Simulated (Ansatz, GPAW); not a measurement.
# How SrLiCl3 (model structure) absorbs and reflects light, part 3 of 3

Aim: the dielectric function of SrLiCl3 (model structure), and the optical constants that follow from it. The structure is a model built here, which may or may not match a known phase. It was built so: All Ba replaced by Sr and F replaced by Cl in the Pm-3m structure of BaLiF3. The cell is first relaxed with Ansatz.

GPAW 26.7.0; DFT, PBE, plane-wave PAW (GPAW data sets), scalar-relativistic, RPA, optical limit.

So far. Step 3 (Ground state): There is a gap, 4.14 eV on this mesh (points off the mesh can give less), so no carriers' term is needed.

**5. Dielectric function, RPA**

Local fields let the induced charge screen the field inside the cell, which as a rule lowers ε, most along directions where the density is uneven.

This step: DFT, PBE, plane-wave PAW (GPAW data sets), scalar-relativistic, RPA, optical limit (GPAW 26.7.0).

The input, df.py:

```python
from gpaw.response.df import DielectricFunction

df = DielectricFunction('full.gpw', frequencies={'type': 'nonlinear', 'domega0': 0.03, 'omega2': 8},
                        ecut=80,
                        eta=0.1,
                        nbands=53,
                        txt='df.txt')
for direction in ['x']:
    df.get_dielectric_function(xc='RPA', direction=direction, filename=f'df_{direction}.csv')
```

The run is started by

```
OMP_NUM_THREADS=1 python df.py
```

Numbers of over 12 decimals in the logs are rounded to 6 here.

What it wrote:

```text
Using integrator: PointIntegrator
NonLinearFrequencyDescriptor(from 0.000 to 58.017 eV, 484 points)
Nonperiodic BCs:  [False False False]
Using integrator: PointIntegrator
NonLinearFrequencyDescriptor(from 0.000 to 58.017 eV, 484 points)
Nonperiodic BCs:  [False False False]

Calculating chi0 body with:
    Ground state adapter containing:
    Number of spins: 1
    Number of kpoints: 216
    Number of irreducible kpoints: 20
    Number of completely occupied states: 16
    Number of partially occupied states: 16

    Linear response parametrization:
    q_c: [0.0, 0.0, 0.0]
    Number of frequency points: 484
    Planewave cutoff: 80.0
    Number of bands: 53
    Number of planewaves: 179
    Broadening (eta): 0.1

Integrating chi0 body.

Symmetries of q_c:
    Direct symmetries (Uq -> q): 48
    Indirect symmetries (TUq -> q): 0
In total 48 allowed symmetries.

20 groups of equivalent kpoints. 90.740741% reduction.

Integral kind: spectral function

Calculating chi0 optical extensions with:
    Ground state adapter containing:
    Number of spins: 1
    Number of kpoints: 216
    Number of irreducible kpoints: 20
    Number of completely occupied states: 16
    Number of partially occupied states: 16

    Linear response parametrization:
    Number of frequency points: 484
    Planewave cutoff: 80.0
    Number of bands: 53
    Number of planewaves: 179
    Broadening (eta): 0.1
Integrating chi0 head and wings.

Symmetries of q_c:
    Direct symmetries (Uq -> q): 48
    Indirect symmetries (TUq -> q): 0
In total 48 allowed symmetries.

20 groups of equivalent kpoints. 90.740741% reduction.

Integral kind: spectral function wings
```

Run time: 11 s. Hardware: 1 thread of Intel Xeon 6975P-C (Granite Rapids), shared host; peak memory 0.92 GiB.

This step gave:

* electronic dielectric constant ε∞, mean over x, y and z (by symmetry where fewer were run): 3.020
* main peak of Im epsilon, first axis: 6.345 eV

Some rows of df_x.csv (energy; Re and Im without local fields; Re and Im with them):

```text
0.000000, 3.557253, 0.000000, 3.020327, 0.000000
0.555532, 3.568683, 0.004145, 3.029058, 0.003167
1.143969, 3.606755, 0.008905, 3.058157, 0.006810
1.768324, 3.680382, 0.014935, 3.114509, 0.011442
2.431988, 3.806269, 0.023586, 3.211140, 0.018143
3.138794, 4.020111, 0.038559, 3.376340, 0.029945
3.893091, 4.431636, 0.083858, 3.701202, 0.068243
4.699832, 5.302921, 0.534702, 4.387568, 0.458875
5.564682, 6.564453, 1.383843, 5.186657, 1.078103
6.494155, 2.832826, 3.936625, 2.269145, 3.305595
7.495775, 3.373985, 3.481575, 2.713947, 2.225701
8.578281, 3.307281, 3.311327, 2.677139, 2.802521
9.751884, 0.814689, 3.229662, 0.626787, 2.734944
11.028587, 1.024098, 4.033347, 0.992950, 2.140612
12.422601, -1.197628, 2.941934, 0.575719, 2.570214
13.950874, -0.462462, 1.481614, 0.225915, 1.427447
15.633783, -0.198518, 1.364857, 0.499859, 1.136374
17.496047, 0.115064, 0.545347, 0.345762, 1.032987
19.567954, 0.701137, 0.366876, 0.495350, 0.527261
```

The Im ε, E ∥ x has structure finer than the step of the table below, so its rows give means over 0.5 eV, whole bins alone (the curve runs from 0 to 19.8 eV). Peaks (eV: height): 6.33: 4.21, 6.87: 3.35, 8.21: 3.03, 8.70: 3.26, 9.42: 3.67, 10.81: 2.42, 12.26: 2.73.

Values under the direct gap are tails of Lorentzian lines. Im ε, E ∥ x against photon energy; means over each step:

```tsv
photon energy (eV)	Im ε, E ∥ x
0.5	0.00285
1.0	0.00589
1.5	0.00935
2.0	0.0136
2.5	0.0191
3.0	0.0272
3.5	0.0416
4.0	0.115
4.5	0.246
5.0	0.703
5.5	1.07
6.0	3.13
6.5	3.30
7.0	2.67
7.5	2.34
8.0	2.78
8.5	2.81
9.0	2.97
9.5	3.26
10.0	2.22
10.5	2.05
11.0	2.20
11.5	1.86
12.0	2.30
12.5	2.57
13.0	1.81
13.5	1.54
14.0	1.32
14.5	0.969
15.0	1.20
15.5	1.24
16.0	1.15
16.5	0.996
17.0	1.09
17.5	1.02
18.0	0.882
18.5	0.836
19.0	0.811
19.5	0.565
```

The Re ε, E ∥ x by photon energy:

```tsv
photon energy (eV)	Re ε, E ∥ x
0	3.02
1	3.05
2	3.14
3	3.34
4	3.78
5	4.48
6	5.10
7	1.99
8	2.51
9	2.22
10	0.941
11	0.985
12	1.54
13	0.110
14	0.183
15	0.637
16	0.559
17	0.755
18	0.503
19	0.388
```

The Im ε, E ∥ x has structure finer than the step of the table below, so its rows give means over 0.5 eV, whole bins alone (the curve runs from 0 to 19.8 eV). Peaks (eV: height): without local fields 6.33: 5.45, 6.87: 4.46, 7.73: 4.42, 9.35: 4.75, 11.03: 4.03, 11.94: 4.74, 14.77: 1.84; with local fields 6.33: 4.21, 6.87: 3.35, 8.21: 3.03, 8.70: 3.26, 9.42: 3.67, 10.81: 2.42, 12.26: 2.73.

Values under the direct gap are tails of Lorentzian lines. Im ε, E ∥ x against photon energy; means over each step:

```tsv
photon energy (eV)	without local fields	with local fields
0.5	0.00373	0.00285
1.0	0.00770	0.00589
1.5	0.0122	0.00935
2.0	0.0177	0.0136
2.5	0.0248	0.0191
3.0	0.0351	0.0272
3.5	0.0528	0.0416
4.0	0.134	0.115
4.5	0.289	0.246
5.0	0.817	0.703
5.5	1.36	1.07
6.0	4.12	3.13
6.5	4.16	3.30
7.0	3.63	2.67
7.5	3.74	2.34
8.0	3.64	2.78
8.5	3.16	2.81
9.0	4.00	2.97
9.5	4.07	3.26
10.0	2.93	2.22
10.5	3.41	2.05
11.0	3.93	2.20
11.5	3.62	1.86
12.0	4.37	2.30
12.5	2.84	2.57
13.0	1.85	1.81
13.5	1.77	1.54
14.0	1.40	1.32
14.5	1.38	0.969
15.0	1.58	1.20
15.5	1.38	1.24
16.0	1.10	1.15
16.5	0.837	0.996
17.0	0.766	1.09
17.5	0.567	1.02
18.0	0.529	0.882
18.5	0.493	0.836
19.0	0.398	0.811
19.5	0.352	0.565
```

The refractive index n and extinction k by photon energy:

```tsv
photon energy (eV)	n	k
0.0	1.74	0
0.5	1.74	8.2e-4
1.0	1.75	0.00168
1.5	1.76	0.00265
2.0	1.77	0.00381
2.5	1.80	0.00529
3.0	1.83	0.00738
3.5	1.87	0.0109
4.0	1.94	0.0233
4.5	2.03	0.0430
5.0	2.12	0.162
5.5	2.24	0.199
6.0	2.36	0.683
6.5	1.77	0.921
7.0	1.64	0.838
7.5	1.77	0.630
8.0	1.75	0.749
8.5	1.74	0.727
9.0	1.69	0.808
9.5	1.53	1.16
10.0	1.28	0.840
10.5	1.39	0.701
11.0	1.29	0.831
11.5	1.21	0.768
12.0	1.47	0.789
12.5	1.25	1.01
13.0	0.979	0.921
13.5	0.972	0.782
14.0	0.882	0.772
14.5	0.875	0.507
15.0	1.00	0.605
15.5	0.945	0.653
16.0	0.956	0.595
16.5	0.881	0.564
17.0	1.03	0.554
17.5	0.847	0.608
18.0	0.865	0.496
18.5	0.854	0.462
19.0	0.806	0.511
19.5	0.764	0.355
```

The reflectivity at normal incidence, E ∥ x has structure finer than the step of the table below, so its rows give means over 0.5 eV, whole bins alone (the curve runs from 0 to 19.8 eV). Peaks (eV: height): 6.33: 20.9, 6.87: 17.2, 8.21: 15.8, 8.77: 17.1, 9.48: 21.1, 10.81: 14.3, 12.75: 21.8.

Reflectivity at normal incidence, E ∥ x against photon energy; means over each step:

photon energy (eV), reflectivity at normal incidence, E ∥ x (%) and a bar from the least value:
```
      0.5        7.3 ###
      1.0        7.4 ###
      1.5        7.5 ####
      2.0        7.8 ####
      2.5        8.1 #####
      3.0        8.6 ######
      3.5        9.2 #######
      4.0       10.3 #########
      4.5       11.6 ############
      5.0       13.1 ################
      5.5       15.2 ####################
      6.0       19.6 ##############################
      6.5       17.1 ########################
      7.0       14.1 ##################
      7.5       12.8 ###############
      8.0       14.7 ###################
      8.5       14.7 ###################
      9.0       15.6 #####################
      9.5       19.3 #############################
     10.0       14.3 ##################
     10.5       11.4 ############
     11.0       13.2 ################
     11.5       11.0 ###########
     12.0       12.8 ###############
     12.5       18.6 ############################
     13.0       18.0 ##########################
     13.5       14.1 ##################
     14.0       14.0 ##################
     14.5        8.3 #####
     15.0        7.7 ####
     15.5        9.6 ########
     16.0        8.8 ######
     16.5        8.3 #####
     17.0        7.4 ###
     17.5        9.5 ########
     18.0        7.7 ####
     18.5        7.0 ##
     19.0        8.3 #####
     19.5        5.9
```

From ε follow the optical constants at some laser and lamp lines:

```tsv
wavelength (nm)	n	k	R (%)	1/α
1550	1.74	0.001	7.3	93 µm
1064	1.75	0.002	7.4	43 µm
800	1.76	0.003	7.6	23 µm
532	1.79	0.005	8.0	8.9 µm
450	1.81	0.006	8.3	5.7 µm
405	1.83	0.008	8.6	4.2 µm
248	2.12	0.162	13.2	122 nm
```

Below the direct gap, k and the depth come from the tails of the Lorentzian lines, not from transitions.

Rows near the edge hang on the gap, which this functional as a rule makes too small, and phonon-assisted absorption is left out.

**6. Results**

- electronic dielectric constant ε∞, mean over x, y and z (by symmetry where fewer were run) (RPA): 3.02
- main peak of Im epsilon, first axis: 6.35 eV

In words: At this level (PBE, RPA) SrLiCl3 has ε∞ = 3.02 and n = 1.74 at 1550 nm, and Im ε peaks at 6.3 eV. The cell grew by 0.9 % in volume. On the mesh the gap is 4.04 eV and the least direct gap 4.21 eV, so on this mesh the band edges lie at different points. Local fields change the static value along x from 3.56 to 3.02 (-15 %). Distinct maxima of Im ε, read by a parabola through the highest points, lie at 6.35 eV (4.2), 6.87 eV (3.3), 8.73 eV (3.3) and 9.44 eV (3.7). Excitons and phonon-assisted transitions are missing; PBE gaps are as a rule too small, which pulls the onset down and ε∞ up. The sum runs over mesh points, so small or evenly spaced maxima can still be ripples of the mesh. The curves end at 20 eV, about where the summed bands run out.

[Machine, clock and banner lines and Python warnings are left out of the logs.]

[Logs are printed without paths, hosts, clocks, repeated set-up lines and the standing remarks that a program may print on its own settings, such as how far it seeks lower states.]

[Hosts, paths, dates, database ids (printed as entryN), source tags and the programs' standing remarks are cut or masked in the printed files.]
